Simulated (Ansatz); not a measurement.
**Work function of Ba(110): what the settings cost and change**

Aim: the work function of Ba(110) across levels of theory at one geometry.

Program: Ansatz 0.2.0. Level of theory: plane-wave DFT, PBE, Ansatz PAW, in the first sound run; inputs show where later runs differ. Results are calculated unless marked as measured.

## Step 1: The structure

The cell holds 7 atoms: 7 Ba. Its edges and angles: a = 4.347 Å, b = 4.347 Å, c = 39.298 Å, α = 90.0°, β = 90.0°, γ = 70.5°. Vacuum lies along c.

## Step 2: Run, setting PBE, Ansatz PAW (420 eV)

A work function rests on the faint tail of the density, so the SCF threshold is tight. PBE on the default files comes first; the next runs keep the geometry and change functional or files, each at the cutoff that its files recommend; a relaxation and, for heavy metals, spin-orbit coupling close the ladder.

Contents of input.yaml:

```yaml
crystal:
  lattice:
    - [3.5496760416, -2.51, 0.0]
    - [3.5496760416, 2.51, 0.0]
    - [0.0, 0.0, 39.2980562493]
  atoms:
    - { symbol: Ba, position: [0.0, 0.0, 0.2290189607] }
    - { symbol: Ba, position: [0.5, 0.5, 0.3193459738] }
    - { symbol: Ba, position: [0.0, 0.0, 0.4096729869] }
    - { symbol: Ba, position: [0.5, 0.5, 0.5] }
    - { symbol: Ba, position: [0.0, 0.0, 0.5903270131] }
    - { symbol: Ba, position: [0.5, 0.5, 0.6806540262] }
    - { symbol: Ba, position: [0.0, 0.0, 0.7709810393] }
kpoints:
  mp_grid: { grid: [10, 10, 1] }
hamiltonian:
  xc: pbe
scf:
  occupations: { method: fermi_dirac, width: 0.1 }
  convergence: { dr2_threshold: 1.0e-09 }
efield:
  axis: 3
  dipole_correction: true
  ramp_position: 0.97
  ramp_width: 0.06
output:
  write_potential: true
  write_density: true
  volumetric_format: npy
  elf: true
```

Command:

```sh
ansatz run input.yaml --threads 2 --pin off --max-ram 3072MiB --backend cpu --events-out ev --progress --plain --runs-dir out
```

Numbers of over 12 decimals in the logs are rounded to 6 here.

Output:

```text
Engine: ansatz 0.2.0, aarch64-unknown-linux-gnu
Pseudopotentials: kind: paw
Pseudopotential: Ba, paw, valence charge 10, recommended cutoff 420 eV (normal), Ba.paw.azcp
Functional definition: PBE
  parameter kappa = 0.804
  parameter beta = 0.066725
  exchange = pbe_x(kappa = kappa, mu = beta*pi^2/3)
  correlation = pbe_c(beta = beta)
Crystal: 7 atoms, lattice volume = 700.267 Å³
Basis set: ecut = 420 eV, 13737 PW (Γ)
Bands: 42, of which v1, the nominal top of the filled ones, is band 35 counted from 1 (34 counted from 0)
Symmetry: 4 space group operations
k-points: 31 of 100
Non-local potential: Ba, projectors of the file, l = 0: 3, l = 1: 2, l = 2: 2, l = 3: 2
PAW form: soft (Blöchl's): semilocal exchange-correlation on the pseudo side does not see the compensation charge
PAW one-centre angular grid: Ba, 194 points (default); XC on 64 Gauss nodes
Initial density: superposition of atomic densities (neutral atoms: chi_scale 0, normalization atom), corrected by the library's trained network
Initial wavefunctions: pseudopotential atomic-orbital guess
Functional: x = pbe(κ = 0.804, μ = 0.219515), c = pbe(β = 0.066725)
SCF iter   1: F=—  HF=-41646.235944 eV  |F-HF|=—  |Δ(HF+E_count)|=         —  Δρ=1.05e-3  dr2=1.90e-1  ethr=1.77e-3  p=0.000 e·Å  D=6.38e-14 V/Å  ΔV_dip=-0.00 eV  dr2_dipole=2.77e-9  V_vac-E_F(+/−)=2.61/2.61 eV  ⟨swp⟩=16.3  Hψ=21254  notcnv=0
efield: sawtooth ramp at fractional position 0.9700 (set: `efield.ramp_position`, or a place that a band, a saddle search or an elastic batch's reference lends), width 0.0600; the density the first Hamiltonian is built on has a dipole p = 0.000 e·Å; the dipole correction subtracts the counter field D = 6.38e-14 V/Å, which shifts the + side's vacuum level by -0.00 eV against the − side's; the planar-averaged density in the ramp window peaks in size at 2.6e-5 e/Å³
automatic band count: the SCF goes on with 49 bands, as 42 were too few: the levels above may hold too much charge
preconditioner: auto → LDOS  [metal: Δε(μ)=0.020 eV  Ē_g=1.572 eV  σ=0.100 eV  W_gap=0.05  n_scr=88 (ndim 8)  ℏωp=5.3 eV  f_vac=0.326  D(μ)=9.61/eV (n_scr^D=38)  β→1.0]
SCF iter   2: F=—  HF=-41646.233659 eV  |F-HF|=—  |Δ(HF+E_count)|=   2.28e-3  Δρ=3.57e-4  dr2=5.89e-3  ethr=2.71e-4  p=0.000 e·Å  D=3.75e-6 V/Å  ΔV_dip=-0.00 eV  dr2_dipole=5.04e-9  V_vac-E_F(+/−)=2.50/2.50 eV  ⟨swp⟩=1.1  Hψ=1784  notcnv=0
SCF iter   3: F=—  HF=-41646.234321 eV  |F-HF|=—  |Δ(HF+E_count)|=   6.62e-4  Δρ=1.46e-4  dr2=6.14e-4  ethr=8.41e-6  p=0.000 e·Å  D=8.62e-7 V/Å  ΔV_dip=-0.00 eV  dr2_dipole=8.31e-11  V_vac-E_F(+/−)=2.47/2.47 eV  ⟨swp⟩=2.8  Hψ=2620  notcnv=0
SCF iter   4: F=—  HF=-41646.234362 eV  |F-HF|=—  |Δ(HF+E_count)|=   4.01e-5  Δρ=6.50e-5  dr2=1.40e-4  ethr=8.77e-7  p=0.000 e·Å  D=4.55e-7 V/Å  ΔV_dip=-0.00 eV  dr2_dipole=2.95e-11  V_vac-E_F(+/−)=2.45/2.45 eV  ⟨swp⟩=2.1  Hψ=2424  notcnv=0
SCF iter   5: F=—  HF=-41646.234361 eV  |F-HF|=—  |Δ(HF+E_count)|=   3.80e-7  Δρ=1.85e-5  dr2=9.36e-6  ethr=2.00e-7  p=0.000 e·Å  D=1.41e-7 V/Å  ΔV_dip=-0.00 eV  dr2_dipole=6.26e-11  V_vac-E_F(+/−)=2.45/2.45 eV  ⟨swp⟩=2.5  Hψ=2707  notcnv=0
SCF iter   6: F=—  HF=-41646.234364 eV  |F-HF|=—  |Δ(HF+E_count)|=   2.56e-6  Δρ=5.62e-6  dr2=7.72e-7  ethr=1.34e-8  p=0.000 e·Å  D=1.98e-8 V/Å  ΔV_dip=-0.00 eV  dr2_dipole=2.57e-12  V_vac-E_F(+/−)=2.44/2.44 eV  ⟨swp⟩=1.9  Hψ=1685  notcnv=0
SCF iter   7: F=—  HF=-41646.234301 eV  |F-HF|=—  |Δ(HF+E_count)|=   6.30e-5  Δρ=1.49e-6  dr2=5.94e-8  ethr=1.10e-9  p=-0.000 e·Å  D=-6.63e-9 V/Å  ΔV_dip=0.00 eV  dr2_dipole=1.04e-12  V_vac-E_F(+/−)=2.44/2.44 eV  ⟨swp⟩=3.1  Hψ=3276  notcnv=0
SCF iter   8: F=—  HF=-41646.234301 eV  |F-HF|=—  |Δ(HF+E_count)|=   5.86e-9  Δρ=5.14e-7  dr2=9.26e-9  ethr=8.48e-11  p=-0.000 e·Å  D=-5.16e-9 V/Å  ΔV_dip=0.00 eV  dr2_dipole=1.02e-14  V_vac-E_F(+/−)=2.44/2.44 eV  ⟨swp⟩=2.1  Hψ=2448  notcnv=0
SCF iter   9: F=—  HF=-41646.234301 eV  |F-HF|=—  |Δ(HF+E_count)|=  1.46e-11  Δρ=1.74e-7  dr2=1.18e-9  ethr=1.32e-11  p=-0.000 e·Å  D=-2.75e-9 V/Å  ΔV_dip=0.00 eV  dr2_dipole=4.71e-13  V_vac-E_F(+/−)=2.44/2.44 eV  ⟨swp⟩=2.7  Hψ=2717  notcnv=0
SCF iter  10: F=-41646.234301 eV  HF=-41646.234301 eV  |F-HF|=1.02e-10  |Δ(HF+E_count)|=  1.89e-10  Δρ=5.15e-8  dr2=1.12e-10  ethr=1.43e-12  p=-0.000 e·Å  D=-8.25e-10 V/Å  ΔV_dip=0.00 eV  dr2_dipole=1.92e-14  V_vac-E_F(+/−)=2.44/2.44 eV  ⟨swp⟩=5.0  Hψ=3908  notcnv=0
SCF 1 converged in 10 iterations: F = -41646.234301 eV  dr2 = 1.12e-10
  greatest PAW one-centre occupation: 0.959 electrons in one spin orbital (limit 2), on the Ba atom at site 6 (counted from 0), in its partial waves of l = 0
WARN: The output density's exchange-correlation potential varies sharply where the density is thin. Do not read a vacuum level from v_tot or v_xc, or from such a field of the output density. On a cell that repeats whose density bears no net charge and no dipole along the vacuum's axis use v_es (v_loc + v_h of the components); under efield.dipole_correction with no amplitude use v_es + v_field, which holds any externa [...]
SCF converged after 10 iterations
Free energy (F): -41646.234301 eV
Harris-Foulkes:  -41646.234301 eV  (|F-HF|=1.02e-10)
Internal energy: -41645.898254 eV  (E = F + TS)
E sigma→0 (E₀):  -41646.066277 eV
Entropy (-TS):   -0.336047 eV (-48.007 meV/atom)
Fermi energy:    2.857116 eV
Dipole field:    D = 0.000000 V/Å  (p = 0.000000 e·Å, saw-weighted, corrected)
Work function:   Φ+ = 2.4396 eV   Φ− = 2.4396 eV
Levels:          The Fermi level and band energies are counted from a zero that moves with the ramp; work functions are not
--- Per-component energies (eV) ---
  E_band       = -809.365671
  E_kinetic    = 1163.630275
  E_local      = -25246.890806  (includes V_loc(G=0)·N_el)
  E_nonlocal   = 399.585561
  E_hartree    = 12029.044291
  E_xc         = -1164.406976
  E_vxc        = -933.449851  (∫ρ·V_xc dr)
  E_paw        = -36580.737943  (= ΣΔE_a)
  E_vpaw       = -250.330460  (= ΣTr[D̂ρ^β])
  E_aug_tail   = -0.000012  (compensation charges beyond the density's cutoff)
  E_efield     = 0.000000  (sawtooth field / dipole correction)
  E_vefield    = 0.000000  (∫n·V_field dr)
  E_ewald      = 7753.877356
  E_smearing   = -0.336047  (= −TS)
  E_closure    = 0.000000  (closes the sum)
  Σ components = -41646.234301   (vs F -41646.234301, Δ=0.00e0)
--- Band table (eV; the first three rows and the last of 31) ---
  k-point 0: bands = [... 31 lower, 1.0163, 1.4124, 1.7346, 1.9122, 3.2863, 3.2880, 3.5494, 3.5950, ... 10 higher]
  k-point 1: bands = [... 31 lower, 1.1409, 1.5381, 1.8675, 2.0513, 3.3070, 3.3125, 3.5464, 3.5850, ... 10 higher]
  k-point 2: bands = [... 31 lower, 1.4620, 1.8509, 2.2002, 2.4152, 3.3010, 3.3157, 3.4599, 3.4841, ... 10 higher]
  k-point 30: bands = [... 31 lower, 2.3550, 2.3928, 2.4245, 2.4898, 2.5561, 2.5612, 2.7211, 3.0343, ... 10 higher]
```

The job ended after 3.3 min (2 threads of Arm Neoverse N1, shared host; peak memory 1.5 GiB; 6.4 min of CPU time).

In the SCF lines HF is the Harris–Foulkes energy and dr2 the Hartree energy of the density residual, in eV; the loop may stop once dr2 is under the threshold and the program's other checks hold. Hψ counts applications of the Hamiltonian.

This step gave:

- energy at zero smearing: -41646.0663 eV
- work function, upper face: 2.440 eV

Running mean over 3.55 Å of the planar mean; the ramp of the sawtooth is left out. Table of electron's electrostatic potential energy less the Fermi level by z:

```
z (Å)  electron's electrostatic potential energy less the Fermi level (eV)
    4                                                                 2.42
    5                                                                 2.34
    6                                                                 1.95
    7                                                               0.0306
    8                                                                -2.61
    9                                                                -3.15
   10                                                                -2.99
   11                                                                -2.90
   12                                                                -2.89
   13                                                                -2.91
   14                                                                -2.93
   15                                                                -2.93
   16                                                                -2.93
   17                                                                -2.92
   18                                                                -2.92
   19                                                                -2.92
   20                                                                -2.92
   21                                                                -2.92
   22                                                                -2.92
   23                                                                -2.92
   24                                                                -2.93
   25                                                                -2.93
   26                                                                -2.92
   27                                                                -2.89
   28                                                                -2.90
   29                                                                -2.95
   30                                                                -3.12
   31                                                                -2.97
   32                                                               -0.869
   33                                                                 1.63
   34                                                                 2.28
   35                                                                 2.41
```

ELF in the ca plane at fractional y = 0.000, with atoms of Ba within 0.2 Å of it. It is the smooth field of the valence electrons, not physical close to the nuclei.

Ten even steps from '0' (0.00) to '9' (0.87), each cell a mean:
```
54554213894159821345555541159722797200000000
33344311699999511344334442138999984100000000
22233321258885212332222343113688741000100000
11123442112221124432111244311122210111100000
11123554210001245431111245542111112222110000
11113555311012355431101245543211122332110000
11123443110101134431111245421111111122110000
21123431135542113432112344211355421011100000
32234311489997311343223443116999972000000000
44444212797589721344444542149966996100000000
55554213892039831355555541159600697200000000
```
Columns run along c (16.0 Å, from fractional 0.49 to 0.90 of the cell), rows up along a (4.3 Å). Atoms in or near the plane, at fractional coordinates: Ba at (0.59, 0.00), Ba at (0.77, 0.00).

Electrostatic potential energy in the ca plane at fractional y = 0.000, with atoms of Ba within 0.2 Å of it. With pseudopotentials it is smooth inside the atoms' cores, unlike the true potential.

Ten even steps from '0' (-38 eV) to '9' (5 eV), each cell a mean:
```
99999998510002689999999999973000037899999999
99999998741014799999999999986211268999999999
99999999876567899999999999998655688999999999
99999999998889999999999999999888899999999999
99999999999999999999999999999999999999999999
99999999999999999999999999999999999999999999
99999999999999999999999999999999999999999999
99999999987778999999999999998877889999999999
99999999863236899999999999987433478999999999
99999998620003689999999999974100147899999999
99999998510001589999999999973000037899999999
```
Columns run along c (16.0 Å, from fractional 0.49 to 0.90 of the cell; values clipped at the 3rd and 97th percentile), rows up along a (4.3 Å). Atoms in or near the plane, at fractional coordinates: Ba at (0.59, 0.00), Ba at (0.77, 0.00).

Valence density in the ca plane at fractional y = 0.000, with atoms of Ba within 0.2 Å of it. It is the smooth field of the valence electrons, not physical close to the nuclei.

Ten even steps from '0' (0.0 e/Å³) to '9' (1.3 e/Å³), each cell a mean:
```
00000001498588300000000000016966961000000000
00000000269995100000000000013799831000000000
00000000013431000000000000001244210000000000
00000000000000000000000000000000000000000000
00000000000000000000000000000000000000000000
00000000000000000000000000000000000000000000
00000000000000000000000000000000000000000000
00000000011210000000000000000111100000000000
00000000136763100000000000002577520000000000
00000000389897200000000000015999951000000000
00000001496279410000000000027933972000000000
```
Columns run along c (16.0 Å, from fractional 0.49 to 0.90 of the cell), rows up along a (4.3 Å). Atoms in or near the plane, at fractional coordinates: Ba at (0.59, 0.00), Ba at (0.77, 0.00).

The work function is 2.440 eV.

## Step 3: Slab

This step: plane-wave DFT, LDA, Ansatz PAW (Ansatz 0.2.0).

Changes to input.yaml since step 2:

```diff
@@ -16,3 +16,3 @@
 hamiltonian:
-  xc: pbe
+  xc: lda
 scf:
@@ -29,2 +29 @@
   volumetric_format: npy
-  elf: true
```

Output:

```text
[...]
Crystal: 7 atoms, lattice volume = 700.267 Å³
Basis set: ecut = 420 eV, 13737 PW (Γ)
Bands: 42, of which v1, the nominal top of the filled ones, is band 35 counted from 1 (34 counted from 0)
Symmetry: 4 space group operations
k-points: 31 of 100
[...]
k-point 0: bands = [... 31 lower, 0.7926, 1.1885, 1.5075, 1.6810, 3.0866, 3.0873, 3.2912, 3.3357, ... 10 higher]
  k-point 1: bands = [... 31 lower, 0.9182, 1.3158, 1.6424, 1.8220, 3.1068, 3.1111, 3.2933, 3.3320, ... 10 higher]
  k-point 2: bands = [... 31 lower, 1.2405, 1.6303, 1.9779, 2.1882, 3.0939, 3.1135, 3.2356, 3.2685, ... 10 higher]
  k-point 30: bands = [... 31 lower, 2.1619, 2.1851, 2.2289, 2.2972, 2.3593, 2.3611, 2.5307, 2.8480, ... 10 higher]
[key lines of the parts left out:]
SCF converged after 9 iterations
Free energy (F): -40456.083020 eV
Fermi energy:    2.651918 eV
Dipole field:    D = -0.000001 V/Å  (p = -0.000002 e·Å, saw-weighted, corrected)
Work function:   Φ+ = 2.6014 eV   Φ− = 2.6014 eV
```

Run time: 3 min. Hardware: 2 threads; peak memory 1.4 GiB; 6 min of CPU time.

The work function is 2.601 eV, +0.162 eV from the run “PBE, Ansatz PAW (420 eV)”, at 0.94 times its CPU time.

## Step 4: Slab

This step: plane-wave DFT, PBEsol, Ansatz PAW (Ansatz 0.2.0).

Changes to input.yaml since step 3:

```diff
@@ -16,3 +16,3 @@
 hamiltonian:
-  xc: lda
+  xc: pbesol
 scf:
```

Output:

```text
[...]
Crystal: 7 atoms, lattice volume = 700.267 Å³
Basis set: ecut = 420 eV, 13737 PW (Γ)
Bands: 42, of which v1, the nominal top of the filled ones, is band 35 counted from 1 (34 counted from 0)
Symmetry: 4 space group operations
k-points: 31 of 100
[...]
k-point 0: bands = [... 31 lower, 0.9170, 1.3132, 1.6360, 1.8151, 3.2165, 3.2184, 3.4508, 3.4955, ... 10 higher]
  k-point 1: bands = [... 31 lower, 1.0420, 1.4395, 1.7696, 1.9550, 3.2354, 3.2411, 3.4492, 3.4875, ... 10 higher]
  k-point 2: bands = [... 31 lower, 1.3641, 1.7535, 2.1035, 2.3199, 3.2225, 3.2380, 3.3745, 3.3982, ... 10 higher]
  k-point 30: bands = [... 31 lower, 2.2809, 2.3102, 2.3483, 2.4151, 2.4791, 2.4822, 2.6464, 2.9596, ... 10 higher]
[key lines of the parts left out:]
SCF converged after 9 iterations
Free energy (F): -41037.546935 eV
Fermi energy:    2.774447 eV
Dipole field:    D = -0.000001 V/Å  (p = -0.000002 e·Å, saw-weighted, corrected)
Work function:   Φ+ = 2.4784 eV   Φ− = 2.4784 eV
```

The job ended after 3.1 min (2 threads; peak memory 1.5 GiB; 6.2 min of CPU time).

The work function is 2.478 eV, +0.039 eV from the run “PBE, Ansatz PAW (420 eV)”, at 0.96 times its CPU time.

## Step 5: Run

This step: plane-wave DFT, RPBE, Ansatz PAW (Ansatz 0.2.0).

Changes to input.yaml since step 4:

```diff
@@ -16,3 +16,3 @@
 hamiltonian:
-  xc: pbesol
+  xc: rpbe
 scf:
```

Output:

```text
[...]
Crystal: 7 atoms, lattice volume = 700.267 Å³
Basis set: ecut = 420 eV, 13737 PW (Γ)
Bands: 42, of which v1, the nominal top of the filled ones, is band 35 counted from 1 (34 counted from 0)
Symmetry: 4 space group operations
k-points: 31 of 100
[...]
k-point 0: bands = [... 31 lower, 1.1335, 1.5293, 1.8532, 2.0337, 3.3891, 3.3907, 3.6843, 3.7299, ... 10 higher]
  k-point 1: bands = [... 31 lower, 1.2573, 1.6540, 1.9849, 2.1716, 3.4109, 3.4163, 3.6784, 3.7160, ... 10 higher]
  k-point 2: bands = [... 31 lower, 1.5776, 1.9656, 2.3156, 2.5335, 3.4094, 3.4204, 3.5751, 3.5913, ... 10 higher]
  k-point 30: bands = [... 31 lower, 2.4548, 2.5011, 2.5249, 2.5891, 2.6576, 2.6642, 2.8188, 3.1295, ... 10 higher]
[key lines of the parts left out:]
SCF converged after 10 iterations
Free energy (F): -41713.898047 eV
Fermi energy:    2.962941 eV
Dipole field:    D = -0.000001 V/Å  (p = -0.000002 e·Å, saw-weighted, corrected)
Work function:   Φ+ = 2.3396 eV   Φ− = 2.3396 eV
```

Run time: 3.1 min. Hardware: 2 threads; peak memory 1.5 GiB.

The work function is 2.340 eV, -0.100 eV from the run “PBE, Ansatz PAW (420 eV)”, at 0.95 times its CPU time.

## Step 6: Run

This step: plane-wave DFT, r2SCAN, Ansatz PAW (Ansatz 0.2.0).

Changes to input.yaml since step 5:

```diff
@@ -16,3 +16,3 @@
 hamiltonian:
-  xc: rpbe
+  xc: r2scan
 scf:
```

Output:

```text
[...]
Crystal: 7 atoms, lattice volume = 700.267 Å³
Basis set: ecut = 500 eV, 17655 PW (Γ), exchange–correlation on 128×128×1152 points (64 copies of the dense FFT grid, shifted against one another)
Bands: 42, of which v1, the nominal top of the filled ones, is band 35 counted from 1 (34 counted from 0)
Symmetry: 4 space group operations
k-points: 31 of 100
[...]
k-point 0: bands = [... 31 lower, 0.9967, 1.4216, 1.7755, 1.9786, 3.3440, 3.3475, 3.7970, 3.8467, ... 10 higher]
  k-point 1: bands = [... 31 lower, 1.1272, 1.5520, 1.9123, 2.1220, 3.3687, 3.3748, 3.7772, 3.8084, ... 10 higher]
  k-point 2: bands = [... 31 lower, 1.4675, 1.8813, 2.2591, 2.5023, 3.3840, 3.3842, 3.5815, 3.5953, ... 10 higher]
  k-point 30: bands = [... 31 lower, 2.3347, 2.4145, 2.4178, 2.4796, 2.5655, 2.5761, 2.7256, 3.0558, ... 10 higher]
[key lines of the parts left out:]
SCF converged after 10 iterations
Free energy (F): -41750.593473 eV
Fermi energy:    2.910869 eV
Dipole field:    D = 0.000000 V/Å  (p = 0.000000 e·Å, saw-weighted, corrected)
Work function:   Φ+ = 2.4297 eV   Φ− = 2.4297 eV
```

The job ended after 6.3 min (2 threads; peak memory 2.6 GiB).

The work function is 2.430 eV, -0.010 eV from the run “PBE, Ansatz PAW (420 eV)”, at 1.9 times its CPU time.

## Step 7: Slab

This step: plane-wave DFT, PBE, JTH PAW (Ansatz 0.2.0).

Changes to input.yaml since step 6:

```diff
@@ -16,3 +16,4 @@
 hamiltonian:
-  xc: r2scan
+  xc: pbe
+  pseudopotentials: { kind: paw, source: jth }
 scf:
```

Output:

```text
[...]
k-point 0: bands = [... 31 lower, 1.0509, 1.4472, 1.7699, 1.9484, 3.3261, 3.3281, 3.5879, 3.6354, ... 10 higher]
  k-point 1: bands = [... 31 lower, 1.1754, 1.5730, 1.9032, 2.0880, 3.3480, 3.3536, 3.5873, 3.6280, ... 10 higher]
  k-point 2: bands = [... 31 lower, 1.4963, 1.8863, 2.2370, 2.4536, 3.3453, 3.3579, 3.5082, 3.5270, ... 10 higher]
  k-point 30: bands = [... 31 lower, 2.3929, 2.4327, 2.4650, 2.5281, 2.5983, 2.6032, 2.7603, 3.0747, ... 10 higher]
[key lines of the parts left out:]
SCF converged after 12 iterations
Free energy (F): -41540.582262 eV
Fermi energy:    2.899483 eV
Dipole field:    D = 0.000001 V/Å  (p = 0.000005 e·Å, saw-weighted, corrected)
Work function:   Φ+ = 2.4433 eV   Φ− = 2.4433 eV
```

The job ended after 6.1 min (2 threads; peak memory 2.6 GiB; 12 min of CPU time).

The work function is 2.443 eV, +0.004 eV from the run “PBE, Ansatz PAW (420 eV)”, at 1.9 times its CPU time.

(Continued in part 2 of 2.)

[Logs are printed without paths, hosts, clocks, repeated set-up lines and the standing remarks that a program may print on its own settings, such as how far it seeks lower states.]

[Hosts, paths, dates, database ids (printed as entryN), source tags and the programs' standing remarks are cut or masked in the printed files.]

[Maps of the electrostatic potential energy from Ansatz leave out the sawtooth potential of an applied field or a dipole correction, so their vacuum need not be flat; planar profiles and work functions include it.]
